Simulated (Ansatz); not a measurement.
# How fast states decay through Y2SBr2O, part 2 of 3

Aim: relax a made-up compound, Y2SBr2O, and see how good a tunnel barrier it would be. It is built by putting S for part of the O in the YBrO structure of space group R-3m, with the volume rescaled by atomic radii. The parent structure comes from the Materials Project.

Ansatz 0.2.0; r2SCAN DFT, plane waves, PAW files (the session's first sound run).

So far. Step 2 (Relaxing the new crystal): The largest force component on a free atom ends at 0.0055 eV/Å.

The structure was built from a prototype and need not be the compound's stable phase.

### Step 3. Band edges

The energy window and the wavevectors of the next steps follow from the band edges, so these are searched first, off the mesh as well.

Input file input.yaml:

```yaml
crystal:
  lattice:
    - [1.9308267528, 1.1147633455, 11.4775761042]
    - [-1.9308267528, 1.1147633455, 11.4775761042]
    - [0.0, -2.2295266909, 11.4775761042]
  atoms:
    - { symbol: "Y", position: [0.7358212165, 0.7358212165, 0.7358212165] }
    - { symbol: "Y", position: [0.2739979905, 0.2739979905, 0.2739979905] }
    - { symbol: Br, position: [0.8830398426, 0.8830398426, 0.8830398426] }
    - { symbol: Br, position: [0.1229092884, 0.1229092884, 0.1229092884] }
    - { symbol: O, position: [0.6206194084, 0.6206194084, 0.6206194084] }
    - { symbol: S, position: [0.3636122537, 0.3636122537, 0.3636122537] }
kpoints:
  mp_grid: { grid: [8, 8, 8] }
  band_path: { path: [VBM, CBM], npoints: 30 }
scf:
  occupations: { method: fixed }
hamiltonian:
  xc: r2scan
output:
  eigenvalues: true
  write_potential: true
  write_density: true
  volumetric_format: npy
  elf: true
```

On the command line:

```console
$ ansatz run input.yaml --threads 2 --pin off --max-ram 4096MiB --backend cpu --events-out ev --progress --plain --runs-dir out
```

Numbers of over 12 decimals in the logs are rounded to 6 here.

The program printed:

```text
[...]
Crystal: 6 atoms, lattice volume = 148.227 Å³
Basis set: ecut = 500 eV, 3737 PW (Γ), FFT grids on a1−a2, a2, −a2+a3, exchange–correlation on 120×360×120 points (64 copies of the dense FFT grid, shifted against one another)
Bands: 30, of which v1, the nominal top of the filled ones, is band 24 counted from 1 (23 counted from 0)
Symmetry: 6 space group operations
[...]
k-points: 65 of 512 (time reversal used)
[...]
SCF iter   1: F=—  HF=-14792.480608 eV  |F-HF|=—  |Δ(HF+E_count)|=         —  Δρ=7.86e-3  dr2=1.83e-1  dr2_τ=9.73e-2  ethr=1.77e-3  ⟨swp⟩=5.4  Hψ=7360  notcnv=0  defer=225
[...]
SCF iter   8: F=-14792.534189 eV  HF=-14792.534189 eV  |F-HF|=1.27e-9  |Δ(HF+E_count)|=   1.26e-7  Δρ=3.32e-6  dr2=2.42e-8  dr2_τ=1.89e-9  ethr=2.08e-10  ⟨swp⟩=10.8  Hψ=8212  notcnv=0
SCF 1 converged in 8 iterations: F = -14792.534189 eV  dr2 = 2.42e-8
[...]
NSCF: frozen V_eff on 32 k-points
[...]
SCF converged after 8 iterations
Free energy (F): -14792.534189 eV
[...]
Internal energy: -14792.534189 eV  (E = F + TS)
E sigma→0 (E₀):  -14792.534189 eV
Fermi energy:    5.397725 eV
[...]
--- Band table (eV; the first three rows and the last of 65) ---
  k-point 0: bands = [... 20 lower, 3.9016, 5.3555, 5.3977, 5.3977, 8.5079, 8.5079, 8.7925, 10.2231, ... 2 higher]
  k-point 1: bands = [... 20 lower, 3.8369, 4.9134, 5.2830, 5.3325, 8.2734, 8.7331, 8.9436, 10.4210, ... 2 higher]
  k-point 2: bands = [... 20 lower, 3.8049, 4.4329, 5.0248, 5.2054, 7.9027, 9.1064, 9.2714, 10.6387, ... 2 higher]
  k-point 64: bands = [... 20 lower, 3.9056, 5.1768, 5.3969, 5.3969, 8.5082, 8.5082, 8.8195, 10.4381, ... 2 higher]
```

The job ended after 76 s (2 threads of Arm Neoverse V2, shared host; peak memory 0.8 GiB; 2.5 min of CPU time).

This step gave:

* free energy: -14792.5342 eV
* Fermi energy: 5.398 eV
* gap on the k-mesh: 2.080 eV
* gap on path: 2.080 eV, by band count; negative where bands overlap
* direct gap on path: 2.396 eV
* edge places on path: 0, 0.9569 1/A along the path

Electronic bands along the path, in eV, zero at the Fermi level (highest filled level under fixed occupations); v1 is the highest filled band, c1 the lowest empty one:

```tsv
point	v4	v3	v2	v1	c1	c2	c3	c4
VBM	-1.50	-0.04	0.00	0.00	3.11	3.11	3.39	4.83
halfway	-1.58	-0.99	-0.38	-0.21	2.51	3.71	3.87	5.26
CBM	-1.06	-1.05	-0.78	-0.32	2.08	4.99	5.02	5.33
```

Valence density in the ac plane of the cell as run, not the conventional one, at fractional y = 0.123, with atoms of Br within 0.2 Å of it. It is the smooth field of the valence electrons, not physical close to the nuclei.

Values in e/Å³, 13 rows by 16 columns, each cell a mean:
```
0.0 0.1 0.2 0.6 1.1 0.7 0.1 0.0 0.2 0.4 0.3 0.1 0.0 0.0 0.0 0.0
0.0 0.1 0.1 0.1 0.3 0.7 0.4 0.1 0.1 0.3 0.7 0.5 0.2 0.1 0.0 0.0
0.0 0.0 0.1 0.1 0.1 0.2 0.3 0.2 0.1 0.0 0.3 0.8 0.7 0.2 0.1 0.0
0.0 0.0 0.1 0.2 0.3 0.2 0.1 0.1 0.1 0.0 0.0 0.2 0.7 0.7 0.3 0.1
0.1 0.1 0.1 0.1 0.3 0.5 0.3 0.1 0.1 0.1 0.0 0.0 0.1 0.5 0.6 0.3
0.2 0.3 0.5 0.2 0.1 0.4 0.7 0.5 0.2 0.1 0.1 0.1 0.0 0.1 0.3 0.4
0.2 0.2 0.5 1.3 0.6 0.1 0.4 0.8 0.6 0.2 0.1 0.1 0.1 0.1 0.0 0.1
0.1 0.1 0.1 0.8 2.2 1.3 0.2 0.3 0.7 0.6 0.2 0.1 0.2 0.4 0.2 0.1
0.2 0.0 0.0 0.1 0.7 2.4 1.7 0.3 0.2 0.4 0.4 0.2 0.1 0.3 0.8 0.6
0.9 0.4 0.0 0.0 0.0 0.4 1.8 1.6 0.3 0.1 0.2 0.3 0.1 0.1 0.4 1.1
0.9 0.7 0.6 0.1 0.0 0.1 0.2 0.9 0.9 0.2 0.0 0.1 0.1 0.1 0.1 0.4
0.4 0.7 0.6 0.7 0.1 0.0 0.1 0.2 0.3 0.3 0.1 0.0 0.0 0.1 0.1 0.1
0.1 0.3 0.8 0.9 0.8 0.1 0.0 0.1 0.3 0.2 0.1 0.1 0.0 0.0 0.0 0.0
```
Columns run along a (11.7 Å), rows up along c (11.7 Å). Atoms in or near the plane, at fractional coordinates: Br at (0.12, 0.12).

ELF in the ac plane of the cell as run, not the conventional one, at fractional y = 0.123, with atoms of Br within 0.2 Å of it. It is the smooth field of the valence electrons, not physical close to the nuclei.

Ten even steps from '0' (0.01) to '9' (0.88), each cell a mean:
```
000136887899620268998520000000000
000001479999972026899974100000000
001221126899997202689998631000000
001244211368998620158999974100000
000245652114688862015899998520000
000035776410146764100479999973100
000003688862101343200026999997410
000000368997410011100001589999851
101100036899852000000000037999985
511332002689997310000000001589998
852367510158999852000011210026899
885247974114899996210013454101378
677414899620379999741002577741014
245531389984115899985200268987410
001332137999621479999630037999973
610011102699973026899974103799999
984000000158998511479998511379999
799620000003799951025888852137997
436984000000158996101367875212698
830389610001112688610024666521268
883016972001232136741000244431015
478510598400145532332000001222101
036872049951025776311100000001000
001588635996102688862100000000000
```
Columns run along a (11.7 Å), rows up along c (11.7 Å). Atoms in or near the plane, at fractional coordinates: Br at (0.12, 0.12).

Electrostatic potential energy in the ac plane of the cell as run, not the conventional one, at fractional y = 0.123, with atoms of Br within 0.2 Å of it. With pseudopotentials it is smooth inside the atoms' cores, unlike the true potential.

Ten even steps from '0' (-46 eV) to '9' (12 eV), each cell a mean:
```
999998730048999999999999999999999
999999986435899999988899999999999
999999998876789999998778999999999
999999999988889999999866799999999
999999999988888999999986578999999
999999999988889999999998656899999
999999999998888999999999975679999
888999999888888889999999998767899
888889999988888888999999999987889
988778899998788888889999999999889
998765688999877888888999999999999
999875346899986678888899999999999
999987422578998667888889999999999
999998741136899876788888899899999
999999874101579998778888888888899
999999998510037899888888888886678
699999999862002689998889988987423
037999999987411268999999999998720
001589999999863235899999999999872
200037999999987544688999999999997
840001699999999876678899999999999
985100058999999998777899999999999
999720004899999999888889999999999
999985100389999999998888999999999
```
Columns run along a (11.7 Å; values clipped at the 3rd and 97th percentile), rows up along c (11.7 Å). Atoms in or near the plane, at fractional coordinates: Br at (0.12, 0.12).

The searched edges give 2.08 eV, as on the mesh.

### Step 4. Decaying states in the gap, plane (101)

This step: r2SCAN DFT, plane waves, PAW files; complex bands by layer matching along the plane's normal (Ansatz 0.2.0).

The same crystal is laid in a cell whose first two vectors span the (101) plane (indices of the standard conventional cell, whose axes can be ordered otherwise than in the bulk input). At fixed energy and wavevector in the plane the solver finds all kz, real and complex. A few wavevectors are listed, (0, 0) and (-0.5, 0) in units of the plane's reciprocal vectors; the slowest state needn't be among them.

Input file input.yaml:

```yaml
crystal:
  lattice:
    - [11.692114543, 0.0, 0.0]
    - [0.637710473, 3.808634027, 0.0]
    - [0.637710473, 1.850928496, 3.328626872]
  atoms:
    - { symbol: "Y", position: [0.2074636495, 0.2641787835, 0.2641787835] }
    - { symbol: "Y", position: [0.8219939715, 0.7260020095, 0.7260020095] }
    - { symbol: Br, position: [0.6491195278, 0.1169601574, 0.1169601574] }
    - { symbol: Br, position: [0.3687278652, 0.8770907116, 0.8770907116] }
    - { symbol: O, position: [0.8618582252, 0.3793805916, 0.3793805916] }
    - { symbol: S, position: [0.0908367611, 0.6363877463, 0.6363877463] }
kpoints:
  mp_grid: { grid: [8, 8, 8] }
scf:
  occupations: { method: fixed }
hamiltonian:
  xc: r2scan
output:
  eigenvalues: true
  transmission:
    leads: [[0, 0]]
    kpoints: [[0.0, 0.0], [-0.5, 0.0]]
    e_range: [-1.0, 3.08]
    de: 0.08
```

The program printed:

```text
[...]
Crystal: 6 atoms, lattice volume = 148.227 Å³
Basis set: ecut = 500 eV, 3737 PW (Γ), exchange–correlation on 360×120×120 points (64 copies of the dense FFT grid, shifted against one another)
Bands: 30, of which v1, the nominal top of the filled ones, is band 24 counted from 1 (23 counted from 0)
Symmetry: 6 space group operations
[...]
k-points: 65 of 512 (time reversal used)
[...]
SCF iter   1: F=—  HF=-14792.480535 eV  |F-HF|=—  |Δ(HF+E_count)|=         —  Δρ=7.86e-3  dr2=1.83e-1  dr2_τ=9.73e-2  ethr=1.77e-3  ⟨swp⟩=5.4  Hψ=7355  notcnv=0  defer=227
[...]
SCF iter   8: F=-14792.534189 eV  HF=-14792.534189 eV  |F-HF|=8.99e-10  |Δ(HF+E_count)|=   1.26e-7  Δρ=3.31e-6  dr2=2.39e-8  dr2_τ=1.83e-9  ethr=2.08e-10  ⟨swp⟩=10.9  Hψ=8220  notcnv=0
SCF 1 converged in 8 iterations: F = -14792.534189 eV  dr2 = 2.39e-8
[...]
transmission: 5 of 10 steps passed
transmission: 10 of 10 steps passed
SCF converged after 8 iterations
Free energy (F): -14792.534189 eV
[...]
Internal energy: -14792.534189 eV  (E = F + TS)
E sigma→0 (E₀):  -14792.534189 eV
Fermi energy:    5.397725 eV
[...]
--- Band table (eV; the first three rows and the last of 65) ---
  k-point 0: bands = [... 20 lower, 3.9016, 5.3555, 5.3977, 5.3977, 8.5079, 8.5079, 8.7925, 10.2231, ... 2 higher]
  k-point 1: bands = [... 20 lower, 3.8369, 4.9134, 5.2830, 5.3325, 8.2734, 8.7331, 8.9436, 10.4210, ... 2 higher]
  k-point 2: bands = [... 20 lower, 3.8049, 4.4329, 5.0248, 5.2054, 7.9027, 9.1064, 9.2714, 10.6387, ... 2 higher]
  k-point 64: bands = [... 20 lower, 3.9056, 5.1768, 5.3969, 5.3969, 8.5082, 8.5082, 8.8195, 10.4381, ... 2 higher]
--- Transmission ---
  basis      : 469 plane waves across, 5 finite elements along
  points     : 2, as listed
  energies   : 52 from -1.000000 to 3.080000 eV about the Fermi level, 0.080000 eV apart; the leads are filled to 1.039953 eV, and channels, transmission and decay are at 1.000000 eV
  crystal 0  : Y2Br2O1S1, at the sites [0, 0], period 3.3286 Å: whole cells are its period
    offset         : up to 0.0000 Å between an atom of the period and one for which it stands
    channels       : 0.000000e0 a spin
    conductance    : none, the energies end too early or step too widely for 300 K: set another output.transmission.e_range or a lower de, or, where they end at an eighth of basis.ecutwfc, a higher one
    slowest decay  : 0.2758 /Å at (0.0000, 0.0000)
```

The job ended after 3.8 min (2 threads; peak memory 1.8 GiB).

Numbers from this step:

* level to which the leads are filled: 1.040 eV from the Fermi level
* decay constant at the filling level, zone centre: 0.2758 Å⁻¹
* decay constant at the filling level, slowest listed point: 0.2758 Å⁻¹

K parallel (0, 0); values up to 1.5 1/Å, a degenerate pair printed once or twice; energies at which all values exceed this have no row. The Im kz of the slowest decaying states by energy, zero at the highest filled level on the SCF mesh:

```tsv
energy (eV)	decay 1 (Å⁻¹)	decay 2 (Å⁻¹)	decay 3 (Å⁻¹)	decay 4 (Å⁻¹)
-1.00	0.0816	0.0855	0.224	0.375
-0.84	0.108	0.198	0.248	0.396
-0.68	0.267	0.273	0.402	0.434
-0.52	0.283	0.300	0.398	0.453
-0.36	0.240	0.297	0.389	0.468
-0.20	0.309	0.390	0.478	0.479
-0.04	0.0193	0.323	0.412	0.487
0.12	0.119	0.224	0.310	0.435
0.28	0.169	0.327	0.327	0.456
0.44	0.203	0.334	0.393	0.473
0.60	0.229	0.340	0.442	0.487
0.76	0.251	0.344	0.483	0.492
0.92	0.268	0.347	0.498	0.502
1.16	0.289	0.349	0.485	0.503
1.32	0.300	0.350	0.476	0.501
1.48	0.308	0.351	0.466	0.498
1.64	0.315	0.350	0.454	0.493
1.80	0.319	0.350	0.407	0.439
1.96	0.260	0.321	0.349	0.422
2.12	0.320	0.349	0.402	0.461
2.28	0.317	0.348	0.378	0.445
2.44	0.311	0.346	0.348	0.425
2.60	0.304	0.312	0.343	0.402
2.76	0.266	0.294	0.339	0.378
2.92	0.202	0.283	0.332	0.354
3.08	0.0825	0.271	0.323	0.328
```

K parallel (0, 0). The Re kz of states that move upwards by energy, zero at the highest filled level on the SCF mesh:

```tsv
energy (eV)	channel 1 (Å⁻¹)	channel 2 (Å⁻¹)	channel 3 (Å⁻¹)
-1.00	-0.748	-	-
-0.92	-0.399	-	-
-0.76	-0.880	-0.324	-
-0.68	-0.764	-0.297	-
-0.52	-0.601	-0.247	-
-0.44	-0.529	-0.222	-
-0.36	-0.461	-0.196	-
-0.20	-0.485	-0.321	-0.136
-0.12	-0.345	-0.242	-0.0961
-0.04	-0.170	-0.136	-
0.12	-	-	-
0.20	-	-	-
0.36	-	-	-
0.44	-	-	-
0.52	-	-	-
0.68	-	-	-
0.76	-	-	-
0.84	-	-	-
1.00	-	-	-
1.08	-	-	-
1.24	-	-	-
1.32	-	-	-
1.40	-	-	-
1.56	-	-	-
1.64	-	-	-
1.72	-	-	-
1.88	-	-	-
1.96	-	-	-
2.12	-0.810	-	-
2.20	-0.702	-	-
2.28	-0.629	-	-
2.44	-0.514	-	-
2.52	-0.462	-	-
2.60	-0.412	-	-
2.76	-0.312	-	-
2.84	-0.260	-	-
3.00	-0.146	-	-
3.08	-0.0700	-	-
```

K parallel (-0.5, 0); values up to 1.5 1/Å, a degenerate pair printed once or twice; energies at which all values exceed this have no row. Im kz of the slowest decaying states against energy, zero at the highest filled level on the SCF mesh:

```tsv
energy (eV)	decay 1 (Å⁻¹)	decay 2 (Å⁻¹)	decay 3 (Å⁻¹)	decay 4 (Å⁻¹)
-1.00	0.0929	0.147	0.215	0.264
-0.76	0.243	0.316	0.324	0.420
-0.60	0.256	0.339	0.352	0.435
-0.36	0.260	0.285	0.382	0.465
-0.20	0.140	0.164	0.394	0.468
-0.04	0.414	0.437	0.467	0.483
0.04	0.0793	0.135	0.374	0.435
0.20	0.160	0.285	0.349	0.440
0.44	0.221	0.345	0.400	0.452
0.60	0.250	0.345	0.459	0.460
0.84	0.283	0.346	0.467	0.495
1.08	0.309	0.345	0.471	0.492
1.24	0.326	0.341	0.472	0.473
1.48	0.341	0.428	0.469	0.472
1.64	0.344	0.383	0.456	0.469
1.88	0.275	0.347	0.433	0.461
2.04	0.128	0.335	0.360	0.414
2.28	0.322	0.370	0.378	0.434
2.44	0.312	0.349	0.375	0.417
2.68	0.291	0.294	0.381	0.386
2.84	0.237	0.278	0.363	0.384
3.08	0.0829	0.250	0.324	0.387
```

K parallel (-0.5, 0). Table of Re kz of states that move upwards by energy, zero at the highest filled level on the SCF mesh:

```tsv
energy (eV)	channel 1 (Å⁻¹)	channel 2 (Å⁻¹)	channel 3 (Å⁻¹)
-1.00	-0.564	-	-
-0.92	-0.407	-	-
-0.76	-0.848	-0.315	-
-0.68	-0.730	-0.282	-
-0.52	-0.569	-0.221	-
-0.44	-0.499	-0.190	-
-0.36	-0.432	-0.154	-
-0.20	-0.495	-0.294	-
-0.12	-0.215	-0.188	-
-0.04	-0.108	-0.0585	-
0.12	-	-	-
0.20	-	-	-
0.36	-	-	-
0.44	-	-	-
0.52	-	-	-
0.68	-	-	-
0.76	-	-	-
0.84	-	-	-
1.00	-	-	-
1.08	-	-	-
1.24	-	-	-
1.32	-	-	-
1.40	-	-	-
1.56	-	-	-
1.64	-	-	-
1.72	-	-	-
1.88	-	-	-
1.96	-	-	-
2.12	-0.786	-	-
2.20	-0.686	-	-
2.28	-0.613	-	-
2.44	-0.493	-	-
2.52	-0.438	-	-
2.60	-0.386	-	-
2.76	-0.282	-	-
2.84	-0.230	-	-
3.00	-0.118	-	-
3.08	-0.0440	-	-
```

At the listed wavevectors the last open channel is at -0.04 eV and the next at +2.12 eV on the grid. At +1.00 eV, the grid energy nearest the filling level (the middle of the gap on the SCF mesh), the slowest state at the listed wavevectors decays with κ = 0.276 Å⁻¹, its amplitude falling by e over 3.6 Å. Through 1 nm of this crystal that state's transmission falls by exp(−2 × 0.276 Å⁻¹ × 10 Å) = 0.0040.

### Step 5. Decaying states in the gap, plane (001)

The same for the (001) plane, at (0, 0), (-0.5, -0.5) and (0.5, 0), to see how the decay depends on direction.

Input file input.yaml:

```yaml
crystal:
  lattice:
    - [3.861653506, 0.0, 0.0]
    - [1.930826753, 3.344290036, 0.0]
    - [1.930826753, -1.114763345, 11.477576104]
  atoms:
    - { symbol: "Y", position: [0.471642433, 0.2641787835, 0.7925363505] }
    - { symbol: "Y", position: [0.547995981, 0.7260020095, 0.1780060285] }
    - { symbol: Br, position: [0.7660796852, 0.1169601574, 0.3508804722] }
    - { symbol: Br, position: [0.2458185768, 0.8770907116, 0.6312721348] }
    - { symbol: O, position: [0.2412388168, 0.3793805916, 0.1381417748] }
    - { symbol: S, position: [0.7272245074, 0.6363877463, 0.9091632389] }
kpoints:
  mp_grid: { grid: [8, 8, 8] }
scf:
  occupations: { method: fixed }
hamiltonian:
  xc: r2scan
output:
  eigenvalues: true
  transmission:
    leads: [[0, 0]]
    kpoints: [[0.0, 0.0], [-0.5, -0.5], [0.5, 0.0]]
    e_range: [-1.0, 3.08]
    de: 0.08
```

The program printed:

```text
[...]
Crystal: 6 atoms, lattice volume = 148.227 Å³
Basis set: ecut = 500 eV, 3737 PW (Γ), exchange–correlation on 120×120×360 points (64 copies of the dense FFT grid, shifted against one another)
Bands: 30, of which v1, the nominal top of the filled ones, is band 24 counted from 1 (23 counted from 0)
Symmetry: 6 space group operations
[...]
k-points: 65 of 512 (time reversal used)
[...]
SCF iter   1: F=—  HF=-14792.480323 eV  |F-HF|=—  |Δ(HF+E_count)|=         —  Δρ=7.86e-3  dr2=1.83e-1  dr2_τ=9.73e-2  ethr=1.77e-3  ⟨swp⟩=5.4  Hψ=7357  notcnv=0  defer=228
[...]
SCF iter   8: F=-14792.534189 eV  HF=-14792.534189 eV  |F-HF|=1.04e-9  |Δ(HF+E_count)|=   1.24e-7  Δρ=3.31e-6  dr2=2.39e-8  dr2_τ=1.78e-9  ethr=2.08e-10  ⟨swp⟩=10.9  Hψ=8212  notcnv=0
SCF 1 converged in 8 iterations: F = -14792.534189 eV  dr2 = 2.39e-8
[...]
transmission: 18 of 54 steps passed
transmission: 36 of 54 steps passed
transmission: 54 of 54 steps passed
SCF converged after 8 iterations
Free energy (F): -14792.534189 eV
[...]
Internal energy: -14792.534189 eV  (E = F + TS)
E sigma→0 (E₀):  -14792.534189 eV
Fermi energy:    5.397727 eV
[...]
--- Band table (eV; the first three rows and the last of 65) ---
  k-point 0: bands = [... 20 lower, 3.9016, 5.3555, 5.3977, 5.3977, 8.5079, 8.5079, 8.7925, 10.2231, ... 2 higher]
  k-point 1: bands = [... 20 lower, 3.9022, 5.3310, 5.3976, 5.3976, 8.5080, 8.5080, 8.7966, 10.2634, ... 2 higher]
  k-point 2: bands = [... 20 lower, 3.9036, 5.2698, 5.3973, 5.3973, 8.5080, 8.5080, 8.8063, 10.3574, ... 2 higher]
  k-point 64: bands = [... 20 lower, 3.8283, 4.2779, 4.3930, 5.1422, 8.4450, 9.3193, 9.5197, 10.0627, ... 2 higher]
--- Transmission ---
  basis      : 139 plane waves across, 18 finite elements along
  points     : 3, as listed
[...]
crystal 0  : Br2Y2S1O1, at the sites [0, 0], period 11.4776 Å: whole cells are its period
[...]
channels       : 0.000000e0 a spin
[...]
slowest decay  : 0.2980 /Å at (0.0000, 0.0000)
```

The job ended after 49 s (2 threads; peak memory 0.79 GiB).

Numbers from this step:

```
decay constant at the filling level, zone centre          : 0.2980 Å⁻¹
decay constant at the filling level, slowest listed point : 0.298 Å⁻¹
```

K parallel (0, 0); values up to 1.5 1/Å, a degenerate pair printed once or twice; energies at which all values exceed this have no row. Im kz of the slowest decaying states against energy, zero at the highest filled level on the SCF mesh:

```tsv
energy (eV)	decay 1 (Å⁻¹)	decay 2 (Å⁻¹)	decay 3 (Å⁻¹)	decay 4 (Å⁻¹)
-1.00	0.194	0.572	0.932	1.12
-0.76	0.191	0.604	0.917	1.08
-0.60	0.178	0.613	0.907	1.06
-0.36	0.129	0.606	0.892	1.03
-0.20	0.576	0.881	1.01	1.34
-0.04	0.0222	0.453	0.869	0.984
0.04	0.116	0.464	0.864	0.973
0.20	0.183	0.620	0.851	0.948
0.44	0.236	0.714	0.832	0.908
0.60	0.260	0.764	0.819	0.874
0.84	0.285	0.798	0.823	1.27
1.08	0.303	0.775	0.821	1.25
1.24	0.312	0.759	0.818	1.24
1.48	0.322	0.733	0.810	1.22
1.64	0.326	0.715	0.803	1.21
1.88	0.329	0.686	0.790	1.19
2.04	0.330	0.665	0.780	1.18
2.28	0.327	0.630	0.761	1.16
2.44	0.324	0.605	0.745	1.15
2.68	0.316	0.562	0.715	1.13
2.84	0.307	0.529	0.687	1.12
3.08	0.285	0.469	0.579	1.10
```

K parallel (-0.5, -0.5); values up to 1.5 1/Å, a degenerate pair printed once or twice; energies at which all values exceed this have no row. Table of Im kz of the slowest decaying states by energy, zero at the highest filled level on the SCF mesh:

```tsv
energy (eV)	decay 1 (Å⁻¹)	decay 2 (Å⁻¹)	decay 3 (Å⁻¹)	decay 4 (Å⁻¹)
-1.0000	0.178	0.357	0.385	0.849
-0.7600	0.321	0.339	0.363	0.832
-0.5200	0.305	0.383	0.534	0.814
-0.2800	0.193	0.422	0.584	0.796
-0.0400	0.367	0.443	0.615	0.776
0.2800	0.455	0.643	0.749	-
0.5200	0.477	0.656	0.728	-
0.7600	0.493	0.666	0.706	1.50
1.0000	0.504	0.672	0.683	1.48
1.2400	0.509	0.659	0.676	1.46
1.4800	0.507	0.636	0.676	1.44
1.7200	0.495	0.612	0.675	1.42
1.9600	0.417	0.499	0.586	0.672
2.2800	0.420	0.555	0.664	1.36
2.5200	0.473	0.556	0.656	1.33
2.7600	0.495	0.555	0.647	1.31
3.0000	0.505	0.554	0.635	1.28
```

K parallel (0.5, 0); values up to 1.5 1/Å, a degenerate pair printed once or twice; energies at which all values exceed this have no row. The Im kz of the slowest decaying states by energy, zero at the highest filled level on the SCF mesh:

```tsv
energy (eV)	decay 1 (Å⁻¹)	decay 2 (Å⁻¹)	decay 3 (Å⁻¹)	decay 4 (Å⁻¹)
-1.00	0.178	0.357	0.385	0.849
-0.76	0.321	0.339	0.363	0.832
-0.60	0.331	0.366	0.508	0.820
-0.36	0.158	0.411	0.571	0.802
-0.20	0.285	0.431	0.596	0.789
-0.04	0.367	0.443	0.615	0.776
0.04	0.396	0.445	0.623	0.770
0.20	0.445	0.637	0.756	-
0.44	0.471	0.652	0.735	-
0.60	0.483	0.660	0.721	-
0.84	0.497	0.668	0.698	1.49
1.08	0.506	0.674	0.675	1.47
1.24	0.509	0.659	0.676	1.46
1.48	0.507	0.636	0.676	1.44
1.64	0.501	0.620	0.676	1.42
1.88	0.476	0.596	0.673	1.40
2.04	0.308	0.525	0.574	0.670
2.28	0.420	0.555	0.664	1.36
2.44	0.460	0.556	0.659	1.34
2.68	0.489	0.556	0.650	1.32
2.84	0.500	0.555	0.643	1.30
3.08	0.507	0.553	0.631	1.26
```

At +1.00 eV, the grid energy nearest the filling level (the middle of the gap on the SCF mesh), the slowest state at the listed wavevectors decays with κ = 0.298 Å⁻¹, its amplitude falling by e over 3.4 Å; the first such run, plane (101), gave 0.276 Å⁻¹.

(Continued in part 3 of 3.)

[Logs are printed without paths, hosts, clocks, repeated set-up lines and the standing remarks that a program may print on its own settings, such as how far it seeks lower states.]

[Hosts, paths, dates, database ids (printed as entryN), source tags and the programs' standing remarks are cut or masked in the printed files.]
